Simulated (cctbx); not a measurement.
# Accept or mend?

Cell a = 14.0770 Å, b = 14.0770 Å, c = 4.3260 Å, α = 90.00°, β = 90.00°, γ = 120.00°; space group P-62m (no. 189). The compound is Ba3Sr5Cr16Ag12.

Simulated single-crystal data (cctbx): Mo Kα, λ = 0.71073 Å, to d = 0.7 Å, 95 % of the full sphere, strongest reflection 70000 counts, noise from counting, a 1.5 % proportional error and a noise floor of 15 counts (s.d.); no absorption.

An anisotropic refinement with weights 1/σ² prints:

```text
Rint 0.039, 902 unique reflections to 0.70 A
cycle     R1     wR2    GooF  max shift (A)
   1  0.1679  0.3373  15.807   0.06189
   3  0.1494  0.3014  14.127   0.00004
final R1 0.1494 wR2 0.3014 GooF 14.127  parameters 36  data/parameter 25.1
atom        x        y        z      Ueq    occ   su(xyz)  su(Uiso or U11)
Ba1    0.55101  0.55101  0.50000   0.0160  1.000  0.00041  0.0018
Ag1    0.34249  0.34249  0.50000   0.0172  1.000  0.00045  0.0024
Ag2    0.82073  0.82073  0.50000   0.0288  1.000  0.00073  0.0034
Ag3    0.83051  0.32059  0.00000   0.0225  1.000  0.00048  0.0029
Sr1    0.18026  0.18026  0.00000   0.0291  1.000  0.00072  0.0033
Sr2    0.66667  0.33333  0.50000   0.0232  1.000  0.00000  0.0036
Cr1    0.00000  0.00000  0.50000   0.0182  1.000  0.00000  0.0080
Cr2    0.72222  0.72222  0.00000   0.0277  1.000  0.00121  0.0047
Cr3    0.81943  0.20543  0.50000   0.0234  1.000  0.00100  0.0056
difference map: max 29.09 min -6.33 rms 1.67
Q1    0.1271  0.6487  0.0000    6   30.32  2.58 A from Ag3
Q2    0.0000  0.0000  0.5000    1   10.04  0.00 A from Cr1
Q3    0.0000  0.8775  0.0000    3    9.42  0.81 A from Sr1
Q4    0.0000  0.4427  0.5000    3    9.24  0.09 A from Ba1
Q5    0.2049  0.6641  0.0000    6    7.63  2.08 A from Ag3
Q6    0.1947  0.4252  0.0000    6    6.97  1.13 A from Ag3
```

**Question.** Can this result stand? If not, what is the likely fault?

Mend it. The fault: an atom left out, Cr at (0.6493, 0.1256, 0). Against the right model at the same level, R1 goes from 0.0118 to 0.1494 and GooF from 0.90 to 14.13 and the top difference peak, 30.3 e/Å³, lies 2.58 Å from Ag3. Q1 is the missing atom. With scattering power missing, scale and phases suffer, so peaks may also grow on the heavy atoms.

The compound is Ba3Sr5Cr16Ag12. The right model at the same level gives:

```text
Rint 0.039, 902 unique reflections to 0.70 A
cycle     R1     wR2    GooF  max shift (A)
   1  0.0605  0.1108   5.213   0.01043
   2  0.0118  0.0191   0.901   0.00000
final R1 0.0118 wR2 0.0191 GooF 0.901  parameters 42  data/parameter 21.5
atom        x        y        z      Ueq    occ   su(xyz)  su(Uiso or U11)
Ba1    0.55338  0.55338  0.50000   0.0179  1.000  0.00002  0.0001
Ag1    0.34345  0.34345  0.50000   0.0207  1.000  0.00003  0.0002
Ag2    0.81983  0.81983  0.50000   0.0276  1.000  0.00004  0.0002
Ag3    0.82957  0.32045  0.00000   0.0270  1.000  0.00003  0.0002
Sr1    0.18144  0.18144  0.00000   0.0320  1.000  0.00004  0.0002
Sr2    0.66667  0.33333  0.50000   0.0281  1.000  0.00000  0.0002
Cr1    0.00000  0.00000  0.50000   0.0269  1.000  0.00000  0.0005
Cr2    0.64928  0.12552  0.00000   0.0336  1.000  0.00007  0.0004
Cr3    0.72162  0.72162  0.00000   0.0289  1.000  0.00008  0.0003
Cr4    0.81477  0.20540  0.50000   0.0349  1.000  0.00008  0.0004
Flack x: 0.004(12)
Hooft y: -0.009(10)  Bijvoet pairs: 402
difference map: max 0.62 min -0.86 rms 0.13
Q1    0.0000  0.5293  0.0000    3    0.62  1.73 A from Cr2
Q2    0.0000  0.9654  0.3801    6    0.51  0.71 A from Cr1
Q3    0.1153  0.5779  0.5000    6    0.51  1.75 A from Ba1
Q4    0.1823  0.5033  0.0000    6    0.49  0.17 A from Ag3
Q5    0.1244  0.4210  0.5000    6    0.47  1.13 A from Cr4
Q6    0.1578  0.3546  0.0000    6    0.46  1.84 A from Ag3
```

This is a model crystal, built by substitution and not relaxed, with assumed displacement parameters.

[Middle refinement cycles are left out of these outputs.]

[Logs are printed without paths, hosts, clocks, repeated set-up lines and the standing remarks that a program may print on its own settings, such as how far it seeks lower states.]
